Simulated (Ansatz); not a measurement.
# SrReS3: relaxing a made-up structure

Starting from a made-up structure for SrReS3, the aim is the relaxed cell, its shortest contacts and, where a second run follows, its electronic structure.

Calculated with Ansatz 0.2.0; DFT, PBEsol, plane-wave PAW, files of the set soft_1, scalar-relativistic, no spin, cell and ions relaxed at zero pressure; PAW set soft_1, in the first sound run; inputs show where later runs differ.

## Step 1: The structure

The structure is cubic, space group Pm-3m (No. 221). The conventional cell has a = 4.795 Å, b = 4.795 Å, c = 4.795 Å, α = 90.00°, β = 90.00°, γ = 90.00°. Nearest to Re lie 6 S at 2.40 Å. Sr has 12 S at 3.39 Å nearest. S has 2 Re at 2.40 Å and 4 Sr at 3.39 Å nearest. Farther neighbours and most contacts between anions are not listed.

## Step 2: Relaxing cell and atoms

The guess takes its coordinates from another compound and its volume from a rule, so the cell and any free coordinates are relaxed together.

input.yaml reads:

```yaml
crystal:
  lattice:
    - [4.795, 0.0, 0.0]
    - [0.0, 4.795, 0.0]
    - [0.0, 0.0, 4.795]
  atoms:
    - { symbol: Re, position: [0.0, 0.0, 0.0] }
    - { symbol: Sr, position: [0.5, 0.5, 0.5] }
    - { symbol: S, position: [0.0, 0.0, 0.5] }
    - { symbol: S, position: [0.0, 0.5, 0.0] }
    - { symbol: S, position: [0.5, 0.0, 0.0] }
kpoints:
  mp_grid: { grid: [6, 6, 6] }
scf:
  occupations: { method: fermi_dirac, width: 0.05 }
hamiltonian:
  xc: pbesol
  pseudopotentials: { kind: paw, azcp: { folder: soft_1 }, xc_functional: pbe }
relax:
  f_tol: 0.015
  max_steps: 70
  cell: {}
output:
  forces: true
  stress: true
```

Started as:

```sh
$ ansatz run input.yaml --threads 4 --pin off --max-ram 8192MiB --backend cpu --events-out ev --progress --plain --runs-dir out
```

Numbers of over 12 decimals in the logs are rounded to 6 here.

The log of the run:

```text
Engine: ansatz 0.2.0, x86_64-unknown-linux-gnu
Pseudopotentials: kind: paw
Pseudopotential: Re, paw, valence charge 15, recommended cutoff 420 eV (normal), soft_1/Re.paw.azcp
Pseudopotential: Sr, paw, valence charge 10, recommended cutoff 420 eV (normal), soft_1/Sr.paw.azcp
Pseudopotential: S, paw, valence charge 6, recommended cutoff 420 eV (normal), soft_1/S.paw.azcp
Functional definition: PBEsol
  exchange = pbesol_x
  correlation = pbesol_c
Crystal: 5 atoms, lattice volume = 110.247 Å³
Basis set: ecut = 420 eV, 2109 PW (Γ), exchange–correlation on 72×72×72 points (8 copies of the dense FFT grid, shifted against one another)
Bands: 27, of which v1, the nominal top of the filled ones, is band 22 counted from 1 (21 counted from 0)
Symmetry: 48 space group operations
Space group: Pm-3m (ITA 221), of the structure as read, at distance tolerance 4.8e-5 Å
k-points: 20 of 216
Non-local potential: Re, projectors of the file, l = 0: 3, l = 1: 2, l = 2: 2, l = 3: 1
Non-local potential: Sr, projectors of the file, l = 0: 3, l = 1: 2, l = 2: 2
Non-local potential: S, projectors of the file, l = 0: 2, l = 1: 2, l = 2: 1
PAW form: soft (Blöchl's): semilocal exchange-correlation on the pseudo side does not see the compensation charge
PAW frozen core: Re, regenerated for the run's functional, and the local potential with it (the file was generated under x = pbe(κ = 0.804, μ = 0.219515), c = pbe(β = 0.066725))
PAW frozen core: Sr, regenerated for the run's functional, and the local potential with it (the file was generated under x = pbe(κ = 0.804, μ = 0.219515), c = pbe(β = 0.066725))
PAW frozen core: S, regenerated for the run's functional, and the local potential with it (the file was generated under x = pbe(κ = 0.804, μ = 0.219515), c = pbe(β = 0.066725))
PAW one-centre angular grid: Re, 590 points (default); XC on 64 Gauss nodes
PAW one-centre angular grid: Sr, 110 points (default); XC on 64 Gauss nodes
PAW one-centre angular grid: S, 110 points (default); XC on 64 Gauss nodes
Initial density: superposition of atomic densities (chi_scale 0.1, normalization cell, long waves kept (reshape's long-wave potential 0.00 eV rms))
Initial wavefunctions: pseudopotential atomic-orbital guess
Functional: x = pbesol(κ = 0.804, μ = 0.123457), c = pbesol(β = 0.046)
SCF iter   1: F=—  HF=-16889.253722 eV  |F-HF|=—  |Δ(HF+E_count)|=         —  Δρ=3.27e-2  dr2=1.95e0  ethr=3.10e-3  ⟨swp⟩=8.7  Hψ=3029  notcnv=0
preconditioner: auto → Kerker (q_TF=auto, 2.332 Å⁻¹)  [metal: Δε(μ)=0.005 eV  Ē_g=10.062 eV  σ=0.050 eV  W_gap=0.03  n_scr=26 (ndim 8)  ℏωp=20.3 eV  f_vac=0.000  D(μ)=8.18/eV (n_scr^D=80)]
SCF iter   2: F=—  HF=-16888.866815 eV  |F-HF|=—  |Δ(HF+E_count)|=   3.87e-1  Δρ=1.63e-2  dr2=4.76e-1  ethr=3.10e-3  ⟨swp⟩=3.1  Hψ=905  notcnv=0
SCF iter   3: F=—  HF=-16888.717867 eV  |F-HF|=—  |Δ(HF+E_count)|=   1.49e-1  Δρ=6.25e-3  dr2=8.45e-2  ethr=1.11e-3  ⟨swp⟩=3.4  Hψ=1080  notcnv=0
SCF iter   4: F=—  HF=-16888.690880 eV  |F-HF|=—  |Δ(HF+E_count)|=   2.70e-2  Δρ=1.87e-3  dr2=5.48e-3  ethr=1.96e-4  ⟨swp⟩=3.6  Hψ=1102  notcnv=0
SCF iter   5: F=—  HF=-16888.690365 eV  |F-HF|=—  |Δ(HF+E_count)|=   5.15e-4  Δρ=4.12e-4  dr2=2.78e-4  ethr=1.27e-5  ⟨swp⟩=2.2  Hψ=908  notcnv=0
SCF iter   6: F=—  HF=-16888.690448 eV  |F-HF|=—  |Δ(HF+E_count)|=   8.28e-5  Δρ=1.11e-4  dr2=1.52e-5  ethr=6.46e-7  ⟨swp⟩=2.1  Hψ=870  notcnv=0
SCF iter   7: F=—  HF=-16888.690432 eV  |F-HF|=—  |Δ(HF+E_count)|=   1.61e-5  Δρ=2.20e-5  dr2=6.02e-7  ethr=3.53e-8  ⟨swp⟩=2.0  Hψ=898  notcnv=0
SCF iter   8: F=-16888.690432 eV  HF=-16888.690432 eV  |F-HF|=2.82e-9  |Δ(HF+E_count)|=   4.75e-7  Δρ=5.02e-6  dr2=3.74e-8  ethr=2.33e-10  ⟨swp⟩=5.9  Hψ=2225  notcnv=0
SCF 1 converged in 8 iterations: F = -16888.690432 eV  dr2 = 3.74e-8
  greatest PAW one-centre occupation: 0.999 electrons in one spin orbital (limit 2), on the Re atom at site 0 (counted from 0), in its partial waves of l = 0
relax step   1: F+E_penalty+E_count = -16888.69043211 eV  Δ(F+E_penalty+E_count) = +0.000e0 eV  max|allowed force component| = 3.977e-30 eV/Å  Δτ_max = 0.0000 Å  P = -6.704 GPa  Ω = 110.247 Å³  (8 SCF iters, dr2 threshold 1.00e-7 eV, accepted)
Crystal: 5 atoms, lattice volume = 100.963 Å³
Basis set: ecut = 420 eV, 1935 PW (Γ), exchange–correlation on 72×72×72 points (8 copies of the dense FFT grid, shifted against one another)
Initial density: handed on by an earlier stage of this run
Initial wavefunctions: those handed on with the density
iter 1 solved again at ethr=3.19e-5 eV; its pass at ethr=3.10e-3 eV (dr2=1.37e-2 eV) is discarded
SCF iter   1: F=—  HF=-16888.869296 eV  |F-HF|=—  |Δ(HF+E_count)|=         —  Δρ=3.54e-3  dr2=1.41e-2  ethr=3.19e-5  ⟨swp⟩=2.1  Hψ=3552  notcnv=0
preconditioner: auto → Kerker (q_TF=auto, 2.367 Å⁻¹)  [metal: Δε(μ)=0.018 eV  Ē_g=10.368 eV  σ=0.050 eV  W_gap=0.09  n_scr=26 (ndim 8)  ℏωp=21.2 eV  f_vac=0.000  D(μ)=7.55/eV (n_scr^D=80)]
SCF iter   2: F=—  HF=-16888.866299 eV  |F-HF|=—  |Δ(HF+E_count)|=   3.00e-3  Δρ=2.19e-3  dr2=6.68e-3  ethr=3.19e-5  ⟨swp⟩=1.0  Hψ=540  notcnv=0
SCF iter   3: F=—  HF=-16888.863907 eV  |F-HF|=—  |Δ(HF+E_count)|=   2.39e-3  Δρ=5.44e-4  dr2=3.99e-4  ethr=1.55e-5  ⟨swp⟩=2.4  Hψ=982  notcnv=0
SCF iter   4: F=—  HF=-16888.863816 eV  |F-HF|=—  |Δ(HF+E_count)|=   9.12e-5  Δρ=1.33e-4  dr2=3.13e-5  ethr=9.28e-7  ⟨swp⟩=2.0  Hψ=856  notcnv=0
SCF iter   5: F=—  HF=-16888.863809 eV  |F-HF|=—  |Δ(HF+E_count)|=   6.24e-6  Δρ=2.97e-5  dr2=8.03e-7  ethr=7.28e-8  ⟨swp⟩=2.0  Hψ=871  notcnv=0
SCF iter   6: F=-16888.863809 eV  HF=-16888.863809 eV  |F-HF|=2.18e-8  |Δ(HF+E_count)|=   7.74e-8  Δρ=7.87e-6  dr2=6.66e-8  ethr=1.16e-9  ⟨swp⟩=5.8  Hψ=2155  notcnv=0
SCF 2 converged in 6 iterations: F = -16888.863809 eV  dr2 = 6.66e-8
relax step   2: F+E_penalty+E_count = -16888.86380948 eV  Δ(F+E_penalty+E_count) = -1.734e-1 eV  max|allowed force component| = 1.236e-30 eV/Å  Δτ_max = 0.0000 Å  P = +1.457 GPa  Ω = 100.963 Å³  energy of the carried Pulay correction = +1.601e-3 eV  (6 SCF iters, dr2 threshold 5.00e-7 eV, accepted)
Crystal: 5 atoms, lattice volume = 102.504 Å³
Basis set: ecut = 420 eV, 2007 PW (Γ), exchange–correlation on 72×72×72 points (8 copies of the dense FFT grid, shifted against one another)
iter 1 solved again at ethr=9.57e-7 eV; its pass at ethr=3.10e-3 eV (dr2=4.11e-4 eV) is discarded
SCF iter   1: F=—  HF=-16888.869669 eV  |F-HF|=—  |Δ(HF+E_count)|=         —  Δρ=6.38e-4  dr2=4.34e-4  ethr=9.57e-7  ⟨swp⟩=2.2  Hψ=3380  notcnv=0
preconditioner: auto → Kerker (q_TF=auto, 2.361 Å⁻¹)  [metal: Δε(μ)=0.027 eV  Ē_g=10.298 eV  σ=0.050 eV  W_gap=0.13  n_scr=26 (ndim 8)  ℏωp=21.1 eV  f_vac=0.000  D(μ)=7.69/eV (n_scr^D=80)]
SCF iter   2: F=—  HF=-16888.869565 eV  |F-HF|=—  |Δ(HF+E_count)|=   1.04e-4  Δρ=3.96e-4  dr2=2.04e-4  ethr=9.57e-7  ⟨swp⟩=1.0  Hψ=540  notcnv=0
SCF iter   3: F=—  HF=-16888.869494 eV  |F-HF|=—  |Δ(HF+E_count)|=   7.08e-5  Δρ=9.51e-5  dr2=1.21e-5  ethr=4.75e-7  ⟨swp⟩=2.1  Hψ=865  notcnv=0
SCF iter   4: F=—  HF=-16888.869492 eV  |F-HF|=—  |Δ(HF+E_count)|=   1.83e-6  Δρ=2.49e-5  dr2=1.04e-6  ethr=2.81e-8  ⟨swp⟩=2.0  Hψ=864  notcnv=0
iter 5 did not close the SCF: its close was put off for the readings that it lacked (scf_convergence_deferred on its scf_iter line)
SCF iter   5: F=-16888.869492 eV  HF=-16888.869492 eV  |F-HF|=1.16e-9  |Δ(HF+E_count)|=   2.34e-7  Δρ=4.76e-6  dr2=2.44e-8  ethr=2.43e-9  ⟨swp⟩=2.0  Hψ=865  notcnv=0
SCF iter   6: F=-16888.869492 eV  HF=-16888.869492 eV  |F-HF|=7.53e-10  |Δ(HF+E_count)|=   5.90e-9  Δρ=1.39e-6  dr2=2.24e-9  ethr=5.67e-11  ⟨swp⟩=2.9  Hψ=1930  notcnv=0
SCF 3 converged in 6 iterations: F = -16888.869492 eV  dr2 = 2.24e-9
relax step   3: F+E_penalty+E_count = -16888.86949187 eV  Δ(F+E_penalty+E_count) = -5.682e-3 eV  max|allowed force component| = 1.068e-30 eV/Å  Δτ_max = 0.0000 Å  P = -0.195 GPa  Ω = 102.504 Å³  energy of the carried Pulay correction = +1.325e-3 eV  (6 SCF iters, dr2 threshold 5.00e-7 eV, accepted)
Crystal: 5 atoms, lattice volume = 102.319 Å³
iter 1 solved again at ethr=1.54e-8 eV; its pass at ethr=3.10e-3 eV (dr2=6.62e-6 eV) is discarded
SCF iter   1: F=—  HF=-16888.869655 eV  |F-HF|=—  |Δ(HF+E_count)|=         —  Δρ=7.58e-5  dr2=6.15e-6  ethr=1.54e-8  ⟨swp⟩=3.3  Hψ=3293  notcnv=0
preconditioner: auto → Kerker (q_TF=auto, 2.361 Å⁻¹)  [metal: Δε(μ)=0.026 eV  Ē_g=10.307 eV  σ=0.050 eV  W_gap=0.13  n_scr=26 (ndim 8)  ℏωp=21.1 eV  f_vac=0.000  D(μ)=7.67/eV (n_scr^D=80)]
SCF iter   2: F=—  HF=-16888.869641 eV  |F-HF|=—  |Δ(HF+E_count)|=   1.36e-5  Δρ=4.62e-5  dr2=2.81e-6  ethr=1.43e-8  ⟨swp⟩=1.1  Hψ=542  notcnv=0
SCF iter   3: F=—  HF=-16888.869640 eV  |F-HF|=—  |Δ(HF+E_count)|=   1.00e-6  Δρ=1.03e-5  dr2=1.83e-7  ethr=6.52e-9  ⟨swp⟩=2.2  Hψ=863  notcnv=0
iter 4 did not close the SCF: its close was put off for the readings that it lacked (scf_convergence_deferred on its scf_iter line)
SCF iter   4: F=-16888.869640 eV  HF=-16888.869640 eV  |F-HF|=4.73e-9  |Δ(HF+E_count)|=   3.56e-8  Δρ=2.24e-6  dr2=1.11e-8  ethr=4.26e-10  ⟨swp⟩=2.0  Hψ=857  notcnv=0
iter 5 did not close the SCF: its close was put off for the readings that it lacked (scf_convergence_deferred on its scf_iter line)
SCF iter   5: F=-16888.869640 eV  HF=-16888.869640 eV  |F-HF|=4.00e-11  |Δ(HF+E_count)|=   1.23e-9  Δρ=4.29e-7  dr2=2.08e-10  ethr=2.58e-11  ⟨swp⟩=2.0  Hψ=878  notcnv=0
SCF iter   6: F=-16888.869640 eV  HF=-16888.869640 eV  |F-HF|=3.64e-12  |Δ(HF+E_count)|=  9.82e-11  Δρ=1.06e-7  dr2=1.43e-11  ethr=1.00e-12  ⟨swp⟩=1.2  Hψ=1507  notcnv=0
SCF 4 converged in 6 iterations: F = -16888.869640 eV  dr2 = 1.43e-11
relax step   4: F+E_penalty+E_count = -16888.86963989 eV  Δ(F+E_penalty+E_count) = -1.480e-4 eV  max|allowed force component| = 8.599e-30 eV/Å  Δτ_max = 0.0000 Å  P = -0.004 GPa  Ω = 102.319 Å³  energy of the carried Pulay correction = +1.358e-3 eV  (6 SCF iters, dr2 threshold 9.54e-8 eV, accepted)
Basis set: ecut = 420 eV, 2007 PW (Γ), exchange–correlation on 64×64×64 points (8 copies of the dense FFT grid, shifted against one another)
Initial wavefunctions: pseudopotential atomic-orbital guess (no wavefunctions were taken with the density)
iter 1 solved again at ethr=5.55e-7 eV; its pass at ethr=3.10e-3 eV (dr2=2.39e-4 eV) is discarded
SCF iter   1: F=—  HF=-16888.868167 eV  |F-HF|=—  |Δ(HF+E_count)|=         —  Δρ=9.05e-5  dr2=1.14e-6  ethr=5.55e-7  ⟨swp⟩=4.0  Hψ=4731  notcnv=0
SCF iter   2: F=—  HF=-16888.868283 eV  |F-HF|=—  |Δ(HF+E_count)|=   1.16e-4  Δρ=4.68e-5  dr2=2.87e-7  ethr=2.65e-9  ⟨swp⟩=2.6  Hψ=1030  notcnv=0
SCF iter   3: F=—  HF=-16888.868283 eV  |F-HF|=—  |Δ(HF+E_count)|=   4.45e-7  Δρ=2.10e-6  dr2=9.52e-10  ethr=6.68e-10  ⟨swp⟩=2.2  Hψ=863  notcnv=0
SCF iter   4: F=—  HF=-16888.868283 eV  |F-HF|=—  |Δ(HF+E_count)|=   1.29e-9  Δρ=3.67e-7  dr2=1.55e-10  ethr=2.21e-12  ⟨swp⟩=3.4  Hψ=1133  notcnv=0
iter 5 did not close the SCF: its close was put off for the readings that it lacked (scf_convergence_deferred on its scf_iter line)
SCF iter   5: F=-16888.868283 eV  HF=-16888.868283 eV  |F-HF|=7.28e-12  |Δ(HF+E_count)|=  1.46e-11  Δρ=8.07e-8  dr2=1.05e-11  ethr=1.00e-12  ⟨swp⟩=1.0  Hψ=540  notcnv=0
SCF iter   6: F=-16888.868283 eV  HF=-16888.868283 eV  |F-HF|=0.00e0  |Δ(HF+E_count)|=  3.64e-12  Δρ=1.35e-8  dr2=3.45e-13  ethr=1.00e-12  ⟨swp⟩=3.9  Hψ=1984  notcnv=0
SCF 5 converged in 6 iterations: F = -16888.868283 eV  dr2 = 3.45e-13
relax step   5: F+E_penalty+E_count = -16888.86828329 eV  Δ(F+E_penalty+E_count) = +1.357e-3 eV  max|allowed force component| = 3.944e-30 eV/Å  Δτ_max = 0.0000 Å  P = -0.004 GPa  Ω = 102.319 Å³  stress off target by 4.24e-3 GPa  SCF on the basis re-selected at this cell (its energy is not comparable with the rows above)  (6 SCF iters)
basis re-selected at this cell: Δ(F+E_penalty+E_count) = +1.357e-3 eV, ΔP = +0.000 GPa vs the last step (what re-selecting the basis moved, of the pressure what is left beyond the Pulay correction that the steps carried, after the strain that the cell walked since its last selection, with what the two solves' SCF thresholds leave and, on support functions, any second-order correction that the steps lacked; it is no measure of the basis error at this ecutwfc). The dense FFT grid was sized anew with the basis: this SCF ran on 32×32×32 points, the steps before it on 36×36×36, so part of this shift can come from that change (see relax.cell in the input reference). [rest of the remark cut]
SCF converged after 6 iterations
Free energy (F): -16888.868283 eV
Harris-Foulkes:  -16888.868283 eV  (|F-HF|=0.00e0)
Internal energy: -16888.809001 eV  (E = F + TS)
E sigma→0 (E₀):  -16888.838642 eV
Entropy (-TS):   -0.059282 eV (-11.856 meV/atom)
Fermi energy:    10.456722 eV
--- Per-component energies (eV) ---
  E_band       = -305.086412
  E_kinetic    = 1076.455645
  E_local      = -2603.661775  (includes V_loc(G=0)·N_el)
  E_nonlocal   = 420.896142
  E_hartree    = 860.515198
  E_xc         = -792.853592
  E_vxc        = -694.347603  (∫ρ·V_xc dr)
  E_paw        = -12992.969480  (= ΣΔE_a)
  E_vpaw       = -225.459259  (= ΣTr[D̂ρ^β])
  E_aug_tail   = 0.000041  (compensation charges beyond the density's cutoff)
  E_ewald      = -2857.744703
  E_core_change = 0.553523  (= ΣΔE_core)
  E_smearing   = -0.059282  (= −TS)
  E_closure    = 0.000000  (closes the sum)
  Σ components = -16888.868283   (vs F -16888.868283, Δ=0.00e0)
--- Forces (eV/Å), atoms counted from 1 ---
  atom   1  Re    -0.00000000     0.00000000    -0.00000000
  atom   2  Sr    -0.00000000     0.00000000     0.00000000
  atom   3  S      0.00000000    -0.00000000     0.00000000
  atom   4  S     -0.00000000     0.00000000     0.00000000
  atom   5  S      0.00000000     0.00000000     0.00000000
  max |Σ_I F_I| component: 5.00e-30 eV/Å
--- Stress (GPa, compression-positive) ---
       -0.004244      -0.000000       0.000000
       -0.000000      -0.004244      -0.000000
        0.000000      -0.000000      -0.004244
  P = ⅓ Tr σ = -0.0042 GPa (-0.042 kbar)
--- Relaxed structure (4 steps of the walk, 4 accepted, 1 SCFs on fresh bases) ---
  F+E_penalty+E_count = -16888.86828329 eV   max|allowed force component| = 3.944e-30 eV/Å   (the final SCF, on the basis selected at the relaxed cell)
  cell:  # Å, volume = 102.3190 Å³
    - [4.677195, 0, 0]
    - [0, 4.677195, 0]
    - [0, 0, 4.677195]
  atoms:
    - { symbol: Re, position: [0, 0, 0] }
    - { symbol: Sr, position: [0.500000, 0.500000, 0.500000] }
    - { symbol: S, position: [0, 0, 0.500000] }
    - { symbol: S, position: [0, 0.500000, 0] }
    - { symbol: S, position: [0.500000, 0, 0] }
```

Run time: 3.3 s. Hardware: 4 threads of Intel Xeon 6975P-C (Granite Rapids), shared host; peak memory 0.5 GiB.

This run has no spin polarisation although its electron count is odd.

Relaxation path:

```tsv
step	energy less that of the first step (eV)	largest force component (eV/Å)	pressure (GPa)	volume (Å³)
1	0.0000	0.0000	-6.70	110.25
2	-0.1734	0.0000	1.46	100.96
3	-0.1791	0.0000	-0.20	102.50
4	-0.1792	0.0000	0.00	102.32
5*	-0.1779	0.0000	0.00	102.32
```

Relaxation steps marked * repeat the geometry before them on a plane-wave basis chosen anew for their cell, so energy and pressure can jump there.

Forces are held to the 48 operations that the run works with; a distortion that breaks them can't arise in this run.

```tsv
conventional cell, symmetrised	before	after	change
a (Å)	4.795	4.677	-2.5 %
b (Å)	4.795	4.677	-2.5 %
c (Å)	4.795	4.677	-2.5 %
volume (Å³/atom)	22.05	20.46	-7.2 %
```

Final coordinates:

```cif
data_structure
_symmetry_space_group_name_H-M 'P 1'
_symmetry_Int_Tables_number 1
_cell_length_a 4.6772
_cell_length_b 4.6772
_cell_length_c 4.6772
_cell_angle_alpha 90.000
_cell_angle_beta 90.000
_cell_angle_gamma 90.000
_cell_volume 102.32
loop_
_atom_site_label
_atom_site_type_symbol
_atom_site_fract_x
_atom_site_fract_y
_atom_site_fract_z
_atom_site_occupancy
Re1 Re 0.00000 0.00000 0.00000 1
Sr2 Sr 0.50000 0.50000 0.50000 1
S3 S 0.00000 0.00000 0.50000 1
S4 S 0.00000 0.50000 0.00000 1
S5 S 0.50000 0.00000 0.00000 1
```

Numbers from this step:

| Property | Result |
| --- | --- |
| free energy | -16888.8683 eV |
| energy at zero smearing | -16888.8386 eV |
| smearing term TS | 0.05928 eV |
| Fermi energy | 10.46 eV |
| electrons | 43 |
| symmetry operations | 48 |
| pressure | -0.004244 GPa |

The shortest distance of each pair, which need not be the same contact before and after:

```tsv
pair	guess (Å)	relaxed (Å)
Re–S	2.397	2.339
S–Sr	3.391	3.307
S–S	3.391	3.307
Re–Sr	4.153	4.051
Re–Re	4.795	4.677
```

The relaxation ends with a pressure of 0.00 GPa.

(Continued in part 2 of 2.)

[Logs are printed without paths, hosts, clocks, repeated set-up lines and the standing remarks that a program may print on its own settings, such as how far it seeks lower states.]

[Hosts, paths, dates, database ids (printed as entryN), source tags and the programs' standing remarks are cut or masked in the printed files.]
